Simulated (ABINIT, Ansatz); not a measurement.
# Calculated records

**Quasiparticle gap of CdTe (F-43m) in ABINIT**

The structure is cubic, space group F-43m (No. 216). The conventional cell has a = 6.480 Å, b = 6.480 Å, c = 6.480 Å, α = 90.00°, β = 90.00°, γ = 90.00°. Nearest to Cd lie 4 Te at 2.81 Å. Nearest to Te lie 4 Cd at 2.81 Å. Farther neighbours, and contacts between anions beyond the nearest, are not listed.

```xyz
2
Lattice="0.0000 3.2400 3.2400 3.2400 0.0000 3.2400 3.2400 3.2400 0.0000" Properties=species:S:1:pos:R:3 pbc="T T T"
Cd    0.0000    0.0000    0.0000
Te    1.6200    1.6200    1.6200
```

* method: RPA screening on PBE, plane waves, norm-conserving pseudopotentials (and 2 further levels or steps)
* program: ABINIT 10.8.3
* settings: cutoff 47 Ha, PseudoDojo scalar-relativistic 0.4.1 standard, norm-conserving, ngkpt (4, 4, 4), nband 149, ecuteps 5.5 Ha, inclvkb 2, shiftk (0, 0, 0), symchi 1, awtr 1, frequency ppm, 4×4×4 k-mesh
* cost: 5 runs, 2.4 min in all on 8 MPI ranks of Arm Neoverse V2, shared host
* notes: The cell and positions come from the Crystallography Open Database and are kept as given unless a step says otherwise. Limits: mesh may overstate the screening; no spin-orbit coupling. The 4×4×4 mesh is coarse for this cell, which bears on the long-range parts of exchange and screening. The norm-conserving file of at least one element keeps a d shell over frozen s and p shells of the same row. Exchange with those shells is missing from the self-energy, an error of 0.3 to 0.9 eV in cases checked, whose sign depends on which edge lies on those atoms. The RPA ε∞ on this mesh reaches over 25; with a narrow direct gap a coarse mesh can overstate it, and the correction is then too small.
* PBE gap: 0.77 eV, direct
* G0W0 gap on the mesh: 1.86 eV
* GW settings: 4×4×4 mesh, 149 bands, screening to 149.7 eV, Godby-Needs plasmon pole
* known limits: short of the basis limit; exchange with frozen shells missing; mesh may overstate the screening; no spin-orbit coupling; coarse k mesh

G0W0 moves the gap on the mesh from 0.77 eV to 1.86 eV (+1.09 eV), with Z of 0.80 and 0.81 at the edges. Local fields lower the RPA ε∞ on this mesh from 29.83 to 28.47.

[Long decimals in the printed logs are rounded to 6 places.]

[Logs are printed without paths, hosts, clocks, repeated set-up lines and the standing remarks that a program may print on its own settings, such as how far it seeks lower states.]

[Paths, hosts, dates, memory and timing lines, banners, echoed tables and standing remarks are left out of the program output; an Ansatz launch command may be rebuilt from the run's recorded settings. Measured values are a selection of at most five: reports struck by readers or far from the other reports are left out. None is set beside runs whose start may be inverted or whose files or cutoffs have a known fault.]

[Runs of the session that timed out or met a known fault of the program may be left out.]

[Hosts, paths, dates, database ids (printed as entryN), source tags and the programs' standing remarks are cut or masked in the printed files.]

[G0W0 gaps are taken among the corrected bands and points alone; a level outside them can change the order at an edge.]

[Where Ansatz stands beside ABINIT at settings called matched, ABINIT's density can come from a denser mesh and the files from another edition; pairs whose starting gaps differed by over 0.03 eV were left out, so agreement reads better than it is.]
